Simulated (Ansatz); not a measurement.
## What CdAgCl3 (model cell, started as cubic perovskite with Cd in the octahedra) distorts into

Aim: this structure of CdAgCl3 (model cell, started as cubic perovskite with Cd in the octahedra) is to be tested for unstable modes, and one is followed downhill.

Calculated with Ansatz 0.2.0; DFT PBEsol, scalar-relativistic, plane waves, PAW.

The structure was built from a prototype and need not be the compound's stable phase.

## (1) The starting structure

It takes space group Pm-3m (No. 221, cubic). Conventional cell: a = 5.059 Å, b = 5.059 Å, c = 5.059 Å, α = 90.00°, β = 90.00°, γ = 90.00°. Nearest to Ag lie 12 Cl at 3.58 Å. Cd has 6 Cl at 2.53 Å nearest. Nearest to Cl lie 2 Cd at 2.53 Å. Farther neighbours and most contacts between anions are not listed.

## (2) The dispersion

The cell comes from relaxations at this level that are not shown. Stability and thermal properties need the whole zone. Linear response on a 2×2×2 q mesh gives force constants as far as a supercell of that size would, and the tensors from the zone-centre run are typed in so that the long-range dipole term is interpolated apart.

Contents of input.yaml:

```yaml
crystal:
  lattice:
    - [5.0585249677, 0.0, 0.0]
    - [0.0, 5.0585249677, 0.0]
    - [0.0, 0.0, 5.0585249677]
  atoms:
    - { symbol: Ag, position: [0.0, 0.0, 0.0] }
    - { symbol: Cd, position: [0.5, 0.5, 0.5] }
    - { symbol: Cl, position: [0.5, 0.5, 0.0] }
    - { symbol: Cl, position: [0.5, 0.0, 0.5] }
    - { symbol: Cl, position: [0.0, 0.5, 0.5] }
kpoints:
  mp_grid: { grid: [6, 6, 6] }
hamiltonian:
  xc: pbesol
scf:
  occupations: { method: fixed }
output:
  eigenvalues: true
phonons:
  method: dfpt
  qmesh: [2, 2, 2]
  temperatures: { t_max: 1000, t_step: 50 }
  qpath:
    path:
      - [[0.0, 0.0, 0.0], [0.0, 0.5, 0.0], [0.5, 0.5, 0.0], [0.0, 0.0, 0.0], [0.5, 0.5, 0.5], [0.0, 0.5, 0.0]]
      - [[0.5, 0.5, 0.5], [0.5, 0.5, 0.0]]
    npoints: 10
  non_analytic_term:
    high_frequency_dielectric_tensor: [[4.1296, 0.0, 0.0], [0.0, 4.1296, 0.0], [0.0, 0.0, 4.1296]]
    born_effective_charges:
      - { species: Ag, tensor: [[1.745, 0.0, 0.0], [0.0, 1.745, 0.0], [0.0, 0.0, 1.745]] }
      - { species: Cd, tensor: [[2.5865, 0.0, 0.0], [0.0, 2.5865, 0.0], [0.0, 0.0, 2.5865]] }
      - { species: Cl, tensor: [[-1.1142, 0.0, 0.0], [0.0, -1.1142, 0.0], [0.0, 0.0, -2.1031]] }
      - { species: Cl, tensor: [[-1.1142, 0.0, 0.0], [0.0, -2.1031, 0.0], [0.0, 0.0, -1.1142]] }
      - { species: Cl, tensor: [[-2.1031, 0.0, 0.0], [0.0, -1.1142, 0.0], [0.0, 0.0, -1.1142]] }
    source: "zone-centre run at this cell"
```

On the command line:

```console
> ansatz run input.yaml --threads 8 --pin off --max-ram 14336MiB --backend cpu --events-out ev --progress --plain --runs-dir out
```

Numbers of over 12 decimals in the logs are rounded to 6 here.

The log of the run:

```text
Engine: ansatz 0.2.0, aarch64-unknown-linux-gnu
Pseudopotentials: kind: paw
Pseudopotential: Ag, paw, valence charge 19, recommended cutoff 420 eV (normal), Ag.paw.azcp
Pseudopotential: Cd, paw, valence charge 20, recommended cutoff 420 eV (normal), Cd.paw.azcp
Pseudopotential: Cl, paw, valence charge 7, recommended cutoff 420 eV (normal), Cl.paw.azcp
Functional definition: PBEsol
  exchange = pbesol_x
  correlation = pbesol_c
Crystal: 5 atoms, lattice volume = 129.441 Å³
Basis set: ecut = 420 eV, 2517 PW (Γ), exchange–correlation on 72×72×72 points (8 copies of the dense FFT grid, shifted against one another)
Bands: 36, of which v1, the nominal top of the filled ones, is band 30 counted from 1 (29 counted from 0)
Symmetry: 48 space group operations
k-points: 20 of 216
Non-local potential: Ag, projectors of the file, l = 0: 3, l = 1: 2, l = 2: 2, l = 3: 1
Non-local potential: Cd, projectors of the file, l = 0: 3, l = 1: 2, l = 2: 2, l = 3: 1
Non-local potential: Cl, projectors of the file, l = 0: 2, l = 1: 2, l = 2: 2
PAW form: soft (Blöchl's): semilocal exchange-correlation on the pseudo side does not see the compensation charge
PAW frozen core: Ag, regenerated for the run's functional, and the local potential with it (the file was generated under x = pbe(κ = 0.804, μ = 0.219515), c = pbe(β = 0.066725))
PAW frozen core: Cd, regenerated for the run's functional, and the local potential with it (the file was generated under x = pbe(κ = 0.804, μ = 0.219515), c = pbe(β = 0.066725))
PAW frozen core: Cl, regenerated for the run's functional, and the local potential with it (the file was generated under x = pbe(κ = 0.804, μ = 0.219515), c = pbe(β = 0.066725))
PAW one-centre angular grid: Ag, 590 points (default); XC on 64 Gauss nodes
PAW one-centre angular grid: Cd, 590 points (default); XC on 64 Gauss nodes
PAW one-centre angular grid: Cl, 110 points (default); XC on 64 Gauss nodes
Initial density: superposition of atomic densities (neutral atoms: chi_scale 0, normalization atom), corrected by the library's trained network
Initial wavefunctions: pseudopotential atomic-orbital guess
Functional: x = pbesol(κ = 0.804, μ = 0.123457), c = pbesol(β = 0.046)
SCF iter   1: F=—  HF=-18890.973292 eV  |F-HF|=—  |Δ(HF+E_count)|=         —  Δρ=5.07e-3  dr2=4.12e-2  ethr=1.77e-3  ⟨swp⟩=4.6  Hψ=2449  notcnv=0  defer=70
preconditioner: auto → Resta (q_TF=auto, 2.400 Å⁻¹)  ε∞=5.2  [insulator: Δε(μ)=1.115 eV  Ē_g=10.538 eV  n_scr=26 (ndim 8)  ℏωp=21.6 eV  f_vac=0.057  ε∞_Penn≈5.2]
SCF iter   2: F=—  HF=-18890.962724 eV  |F-HF|=—  |Δ(HF+E_count)|=   1.06e-2  Δρ=2.03e-3  dr2=7.20e-3  ethr=6.87e-5  ⟨swp⟩=2.0  Hψ=1144  notcnv=0  defer=76
SCF iter   3: F=—  HF=-18890.960871 eV  |F-HF|=—  |Δ(HF+E_count)|=   1.85e-3  Δρ=5.99e-4  dr2=6.78e-4  ethr=1.20e-5  ⟨swp⟩=2.0  Hψ=1145  notcnv=0  defer=76
SCF iter   4: F=—  HF=-18890.960815 eV  |F-HF|=—  |Δ(HF+E_count)|=   5.66e-5  Δρ=2.35e-4  dr2=8.32e-5  ethr=1.13e-6  ⟨swp⟩=2.0  Hψ=889  notcnv=0  defer=62
SCF iter   5: F=—  HF=-18890.960830 eV  |F-HF|=—  |Δ(HF+E_count)|=   1.55e-5  Δρ=4.69e-5  dr2=2.88e-6  ethr=1.39e-7  ⟨swp⟩=2.0  Hψ=1070  notcnv=0  defer=29
SCF iter   6: F=—  HF=-18890.960849 eV  |F-HF|=—  |Δ(HF+E_count)|=   1.82e-5  Δρ=2.09e-5  dr2=4.89e-7  ethr=4.80e-9  ⟨swp⟩=2.0  Hψ=1218  notcnv=0  defer=26
SCF iter   7: F=—  HF=-18890.960848 eV  |F-HF|=—  |Δ(HF+E_count)|=   6.48e-8  Δρ=4.54e-6  dr2=2.99e-8  ethr=8.15e-10  ⟨swp⟩=2.1  Hψ=1177  notcnv=0  defer=26
SCF iter   8: F=—  HF=-18890.960848 eV  |F-HF|=—  |Δ(HF+E_count)|=   1.69e-8  Δρ=1.01e-6  dr2=1.02e-9  ethr=4.98e-11  ⟨swp⟩=2.0  Hψ=1094  notcnv=0  defer=26
SCF iter   9: F=—  HF=-18890.960848 eV  |F-HF|=—  |Δ(HF+E_count)|=  9.24e-10  Δρ=2.46e-7  dr2=7.32e-11  ethr=1.70e-12  ⟨swp⟩=2.0  Hψ=1029  notcnv=0  defer=26
SCF iter  10: F=-18890.960848 eV  HF=-18890.960848 eV  |F-HF|=3.64e-12  |Δ(HF+E_count)|=  8.37e-11  Δρ=4.98e-8  dr2=4.28e-12  ethr=1.00e-12  ⟨swp⟩=12.2  Hψ=3836  notcnv=0
SCF 1 converged in 10 iterations: F = -18890.960848 eV  dr2 = 4.28e-12
  greatest PAW one-centre occupation: 1.000 electrons in one spin orbital (limit 2), on the Ag atom at site 0 (counted from 0), in its partial waves of l = 0
NSCF: frozen V_eff on 20 k-points
NSCF: frozen V_eff on 64 k-points
DFPT response loops at q = (0, 0, 0) (fractional): preconditioner auto → Resta (q_TF=auto, 2.400 Å⁻¹)  ε∞=7.3 (no band partly filled); β = 1.00, the filter's whole step (`scf.mixing.beta` (0.50) is not read by the response loops at its default; to damp them type it under 1.00, their step now; it binds the ground state too); Broyden in place of MSR1
NSCF: frozen V_eff on 128 k-points
DFPT response loops at q = (0, 0, -0.5) (fractional): mixed as the last ones told, above
NSCF: frozen V_eff on 128 k-points
DFPT response loops at q = (0, -0.5, -0.5) (fractional): mixed as the last ones told, above
NSCF: frozen V_eff on 128 k-points
DFPT response loops at q = (-0.5, -0.5, -0.5) (fractional): mixed as the last ones told, above
SCF converged after 10 iterations
Free energy (F): -18890.960848 eV
Harris-Foulkes:  -18890.960848 eV  (|F-HF|=3.64e-12)
Internal energy: -18890.960848 eV  (E = F + TS)
E sigma→0 (E₀):  -18890.960848 eV
Fermi energy:    4.457435 eV
--- Per-component energies (eV) ---
  E_band       = -1006.738683
  E_kinetic    = 1514.097642
  E_local      = -8257.483140  (includes V_loc(G=0)·N_el)
  E_nonlocal   = 214.090261
  E_hartree    = 3643.578405
  E_xc         = -671.265440
  E_vxc        = -811.677792  (∫ρ·V_xc dr)
  E_paw        = -9780.526086  (= ΣΔE_a)
  E_vpaw       = -952.923068  (= ΣTr[D̂ρ^β])
  E_aug_tail   = 0.000598  (compensation charges beyond the density's cutoff)
  E_ewald      = -5554.353083
  E_core_change = 0.899995  (= ΣΔE_core)
  E_smearing   = -0.000000  (= −TS)
  E_closure    = 0.000000  (closes the sum)
  Σ components = -18890.960848   (vs F -18890.960848, Δ=0.00e0)
--- Band table (eV; the first three rows and the last of 20) ---
  k-point 0: bands = [... 26 lower, 3.2720, 3.3914, 3.3914, 3.3914, 5.5780, 6.3164, 12.5729, 12.5729, ... 2 higher]
  k-point 1: bands = [... 26 lower, 3.2675, 3.3085, 3.4050, 3.4050, 5.9409, 6.8926, 11.4883, 12.3735, ... 2 higher]
  k-point 2: bands = [... 26 lower, 3.1580, 3.3689, 3.5063, 3.5063, 6.6668, 8.2456, 10.2265, 11.8653, ... 2 higher]
  k-point 19: bands = [... 26 lower, 3.9810, 3.9810, 4.4574, 4.4574, 6.0540, 10.7709, 10.7709, 10.7709, ... 2 higher]
--- Phonons (Γ-DFPT): 4 representative perturbations + reference (Σ response iterations 12) ---
  ASR residual: 4.514e-5 → 0.000e0 eV/Å²; symmetrization residual: 1.368e-5 eV/Å²
  ASR residual per site (eV/Å²): 4.12e-5 4.51e-5 1.80e-5 1.80e-5 1.80e-5
  Γ frequencies (cm⁻¹): -94.62 -94.62 -94.62 -86.85 -86.85 -86.85 0.00 0.00 0.00 51.13 51.13 51.13 292.66 292.66 292.66
--- Phonons (arbitrary-q DFPT): 4 irreducible q on the 2×2×2 mesh ---
  q = [0.0000, 0.0000, 0.0000] (star 1, of the zone-centre solve; hermiticity 2.93e-6, symmetrization 4.27e-12): -94.62 -94.62 -94.62 -86.85 -86.85 -86.85 -0.00 -0.00 0.00 51.13 51.13 51.13 292.66 292.66 292.66
  q = [0.0000, 0.0000, -0.5000] (star 3, 9 solved perturbations in 504 linear systems a pass and spin channel, the states on 64 of 216 k-point pairs; hermiticity 2.47e-6, symmetrization 4.14e-12): -86.84 -86.84 -81.79 -79.87 -79.87 -28.81 16.98 16.98 46.81 46.81 69.36 145.88 288.47 292.50 292.50
  q = [0.0000, -0.5000, -0.5000] (star 3, 9 solved perturbations in 504 linear systems a pass and spin channel, the states on 64 of 216 k-point pairs; hermiticity 5.69e-6, symmetrization 9.85e-13): -125.82 -89.39 -89.39 -68.00 -68.00 -55.24 53.14 55.16 55.16 93.82 145.77 145.77 198.83 292.75 315.49
  q = [-0.5000, -0.5000, -0.5000] (star 1, 4 solved perturbations in 184 linear systems a pass and spin channel, the states on 64 of 216 k-point pairs; hermiticity 1.36e-6, symmetrization 6.11e-12): -126.08 -126.08 -126.08 -79.24 -79.24 -79.24 99.06 99.06 99.06 145.80 145.80 145.80 198.13 198.13 336.03
  sum rule: each row above includes the acoustic sum rule's correction from the zone centre's row sums; it moved no ω² by more than (0.37 cm⁻¹)²
  mesh force constants: q→R imaginary residual 4.13e-18; ASR residual 4.514e-5 → 0.000e0 eV/Å²; symmetrization residual 7.994e-15 eV/Å²
  interpolated dispersion: 63 rows × 15 modes
  density of states and harmonic sums: on the 12×12×12 q-mesh, interpolated from the force constants of a 2×2×2 supercell (with the dipole–dipole term of supplied tensors)
  largest difference from the sums on the solved wave vectors: F 7.91e-3 eV, S 3.50e-5 and C_V 2.55e-5 eV/K
  zero-point energy: 0.081868 eV/cell   skipped modes (ω ≤ 0): 514, of them read as no rigid motion or as one in doubt: 511 (6.076e0 modes/cell left out, lowest -126.08 cm⁻¹)   left out of the sums: 4.05e-1 of the cell's modes: C_V's classical limit lies that fraction below 3 k_B per atom; for a crystal, a wire or a layer, F and S can be off by more, and a phonons.interpolated_qmesh denser along its periods is the remedy for the sampling
```

It took 69 s on 8 threads of Arm Neoverse V2, shared host; peak memory 1.2 GiB; 8.7 min of CPU time.

This step gave:

```
gap on the k-mesh                                       : 1.121 eV
volume per atom                                         : 25.89 Å³
sum-rule residual before enforcement                    : 4.51e-5 eV/Å²
lowest frequency on the path                            : -126.1 cm⁻¹
point group                                             : m-3m
highest frequency on the path or at a solved wavevector : 336.0 cm⁻¹
highest optical mode at the zone centre (no LO-TO term) : 292.7 cm⁻¹
lowest optical zone-centre mode                         : -94.62 cm⁻¹
lowest mode on the q mesh (acoustic modes at Γ apart)   : -126.1 cm⁻¹
```

Frequencies (cm⁻¹) solved at each irreducible wavevector; negative means imaginary. Frequencies by wavevector, by row:

```csv
q in reciprocal lattice units,star,mode 1,mode 2,mode 3,mode 4,mode 13,mode 14,mode 15
0 0 0,1,-94.6,-94.6,-94.6,-86.8,292.7,292.7,292.7
0 0 -0.5,3,-86.8,-86.8,-81.8,-79.9,288.5,292.5,292.5
0 -0.5 -0.5,3,-125.8,-89.4,-89.4,-68,198.8,292.8,315.5
-0.5 -0.5 -0.5,1,-126.1,-126.1,-126.1,-79.2,198.1,198.1,336
```

Interpolated from a 2×2×2 q mesh, with the LO-TO term (at Γ the limit along the path; where Γ stands inside the path, tables give the limit on arrival). Phonon branches along the path, in cm⁻¹:

```csv
point,branch 1,branch 2,branch 3,branch 4,branch 12,branch 13,branch 14,branch 15
Γ,-95,-95,-87,-87,85,293,293,316
halfway,-91,-91,-84,-83,108,293,293,304
X,-87,-87,-82,-80,146,288,292,292
halfway,-112,-86,-85,-81,146,237,293,315
M,-126,-89,-89,-68,146,199,293,316
halfway,-106,-90,-87,-78,113,259,293,318
Γ,-95,-95,-87,-87,85,293,293,316
halfway,-106,-102,-102,-76,116,258,258,331
R,-126,-126,-126,-79,146,198,198,336
halfway,-114,-109,-101,-78,146,228,256,331
X,-87,-87,-82,-80,146,288,292,292
jump to R,-126,-126,-126,-79,146,198,198,336
halfway,-126,-111,-111,-78,146,198,244,333
M,-126,-89,-89,-68,146,199,293,316
```

Symmetry leaves 4 wavevectors to solve. The lowest mode among them, the acoustic zeros apart, lies at q = (-0.5, -0.5, -0.5) and is imaginary, 126.1i cm⁻¹, so the energy falls along it.

## (3) The mode frozen in, largest atomic shift 0 Å

The mode followed lies at q = (-0.5, -0.5, -0.5) with frequency 126.1i cm⁻¹ and is 3-fold degenerate, the softest among the wavevectors solved. At small amplitude the distorted cell has space group no. 167 by a symmetry search on the positions. The undistorted cell that holds it gives the zero of energy on the same k mesh.

System of this step: CdAgCl3 (model cell, started as cubic perovskite with Cd in the octahedra). It takes space group Pm-3m (No. 221, cubic). Conventional cell: a = 5.059 Å, b = 5.059 Å, c = 5.059 Å, α = 90.00°, β = 90.00°, γ = 90.00°. Nearest to Ag lie 12 Cl at 3.58 Å. Nearest to Cd lie 6 Cl at 2.53 Å. Nearest to Cl lie 2 Cd at 2.53 Å. Farther neighbours and most contacts between anions are not listed.

Contents of input.yaml:

```yaml
crystal:
  lattice:
    - [5.0585249677, 5.0585249677, 0.0]
    - [5.0585249677, 0.0, 5.0585249677]
    - [5.0585249677, 0.0, -5.0585249677]
  atoms:
    - { symbol: Ag, position: [0.0, 0.0, 0.0] }
    - { symbol: Ag, position: [0.0, 0.5, 0.5] }
    - { symbol: Cd, position: [0.5, 0.25, 0.75] }
    - { symbol: Cd, position: [0.5, 0.75, 0.25] }
    - { symbol: Cl, position: [0.5, 0.0, 0.0] }
    - { symbol: Cl, position: [0.5, 0.5, 0.5] }
    - { symbol: Cl, position: [0.0, 0.5, 0.0] }
    - { symbol: Cl, position: [0.0, 0.0, 0.5] }
    - { symbol: Cl, position: [0.5, 0.0, 0.5] }
    - { symbol: Cl, position: [0.5, 0.5, 1.0] }
kpoints:
  mp_grid: { grid: [6, 6, 6] }
hamiltonian:
  xc: pbesol
scf:
  occupations: { method: gaussian, width: 0.02 }
output:
  forces: true
  stress: true
  eigenvalues: true
```

The log of the run:

```text
[...]
Crystal: 10 atoms, lattice volume = 258.882 Å³
Basis set: ecut = 420 eV, 5029 PW (Γ), exchange–correlation on 96×96×96 points (8 copies of the dense FFT grid, shifted against one another)
Bands: 72, of which v1, the nominal top of the filled ones, is band 60 counted from 1 (59 counted from 0)
Symmetry: 96 space group operations
[...]
k-points: 16 of 216
[...]
k-point 0: bands = [... 56 lower, 3.9809, 3.9809, 4.4573, 4.4573, 5.5781, 6.0540, 6.3164, 10.7708, ... 5 higher]
  k-point 1: bands = [... 56 lower, 3.8938, 3.9271, 4.2563, 4.2563, 5.8596, 6.2392, 6.7339, 10.4650, ... 5 higher]
  k-point 2: bands = [... 56 lower, 3.6098, 3.7857, 3.9979, 3.9979, 6.4329, 6.6590, 7.6820, 9.7459, ... 5 higher]
  k-point 15: bands = [... 56 lower, 3.5720, 3.5777, 3.8854, 4.1033, 7.1611, 7.1879, 9.4287, 9.8618, ... 5 higher]
[key lines of the parts left out:]
SCF converged after 7 iterations
Free energy (F): -37781.921723 eV
Fermi energy:    5.017822 eV
P = ⅓ Tr σ = -0.0085 GPa (-0.085 kbar)
```

It took 1.7 s on 8 threads; peak memory 1.1 GiB; 12 s of CPU time.

Numbers from this step:

```yaml
pressure: -0.008544 GPa
energy_from_the_undistorted_cell: 0 meV/atom
```

At this level the gap is 1.12 eV on the k-mesh of the self-consistent run, which can miss the band edges.

## (4) The mode frozen in, largest atomic shift 0.6 Å

The atoms are moved along the unstable eigenvector, the largest shift by 0.6 Å, with the cell fixed.

Contents of input.yaml:

```yaml
crystal:
  lattice:
    - [5.0585249677, 5.0585249677, 0.0]
    - [5.0585249677, 0.0, 5.0585249677]
    - [5.0585249677, 0.0, -5.0585249677]
  atoms:
    - { symbol: Ag, position: [0.0, 0.0, 0.0] }
    - { symbol: Ag, position: [0.0, 0.5, 0.5] }
    - { symbol: Cd, position: [0.5, 0.25, 0.75] }
    - { symbol: Cd, position: [0.5, 0.75, 0.25] }
    - { symbol: Cl, position: [0.416128897, 0.0, 0.0] }
    - { symbol: Cl, position: [0.583871103, 0.5, 0.5] }
    - { symbol: Cl, position: [0.0, 0.583871103, 0.0] }
    - { symbol: Cl, position: [0.0, -0.083871103, 0.5] }
    - { symbol: Cl, position: [0.416128897, 0.083871103, 0.5] }
    - { symbol: Cl, position: [0.583871103, 0.416128897, 1.0] }
kpoints:
  mp_grid: { grid: [6, 6, 6] }
hamiltonian:
  xc: pbesol
scf:
  occupations: { method: gaussian, width: 0.02 }
output:
  forces: true
  stress: true
  eigenvalues: true
```

The log of the run:

```text
[...]
Crystal: 10 atoms, lattice volume = 258.882 Å³
Basis set: ecut = 420 eV, 5029 PW (Γ), exchange–correlation on 96×96×96 points (8 copies of the dense FFT grid, shifted against one another)
Bands: 72, of which v1, the nominal top of the filled ones, is band 60 counted from 1 (59 counted from 0)
Symmetry: 12 space group operations
[...]
k-points: 32 of 216
[...]
k-point 0: bands = [... 56 lower, 3.8917, 3.8917, 3.9597, 3.9597, 5.8342, 7.1925, 7.2154, 10.6784, ... 5 higher]
  k-point 1: bands = [... 56 lower, 3.8048, 3.8048, 3.8803, 3.8803, 6.2336, 7.3099, 7.3641, 10.2664, ... 5 higher]
  k-point 2: bands = [... 56 lower, 3.6024, 3.6024, 3.8141, 3.8141, 6.9966, 7.5605, 7.8335, 9.4780, ... 5 higher]
  k-point 31: bands = [... 56 lower, 3.6047, 3.6047, 3.7397, 3.7397, 7.7181, 7.7181, 8.6487, 8.6487, ... 5 higher]
[key lines of the parts left out:]
SCF converged after 8 iterations
Free energy (F): -37783.582047 eV
Fermi energy:    4.897038 eV
P = ⅓ Tr σ = -2.9100 GPa (-29.100 kbar)
```

It took 3.4 s on 8 threads; peak memory 1.3 GiB.

This step gave:

```yaml
pressure: -2.910 GPa
gap_on_the_k_mesh: 1.874 eV
energy_from_the_undistorted_cell: -166.0 meV/atom
```

The energy, extrapolated to zero smearing, is -166.03 meV/atom against the undistorted cell.

The run ends at a pressure of -2.91 GPa, with forces up to 0.68 eV/Å.

## (5) Energy along the mode, all amplitudes (two of the runs are shown above)

An imaginary frequency means negative curvature, so the energy should fall and then rise again as anharmonic terms take over.

Numbers from this step:

- depth at the lowest point sampled: 166.0 meV/atom
- largest atomic shift at that point: 0.6 Å

Table of energy from the parent by largest atomic shift:

```csv
largest atomic shift (Å),energy from the parent (meV/atom)
0.000,0
0.040,-0.993
0.080,-3.95
0.140,-11.9
0.220,-28.7
0.320,-57.7
0.450,-105
0.600,-166
```

Displacement at unit largest shift by atom:

```csv
atom,x (Å),y (Å),z (Å),size
Ag1,0.000,0.000,0.000,0.000
Ag2,0.000,0.000,0.000,0.000
Cd3,0.000,0.000,0.000,0.000
Cd4,0.000,0.000,0.000,0.000
Cl5,-0.707,-0.707,0.000,1.000
Cl6,0.707,0.707,0.000,1.000
Cl7,0.707,0.000,0.707,1.000
Cl8,-0.707,0.000,-0.707,1.000
Cl9,0.000,-0.707,0.707,1.000
Cl10,0.000,0.707,-0.707,1.000
```

The lowest of the steps tried is the last one, at 0.6 Å, 166 meV/atom below the parent; the bottom of the well need not coincide with a step.

(Continued in part 2 of 3.)

[Logs are printed without paths, hosts, clocks, repeated set-up lines and the standing remarks that a program may print on its own settings, such as how far it seeks lower states.]

[Hosts, paths, dates, database ids (printed as entryN), source tags and the programs' standing remarks are cut or masked in the printed files.]
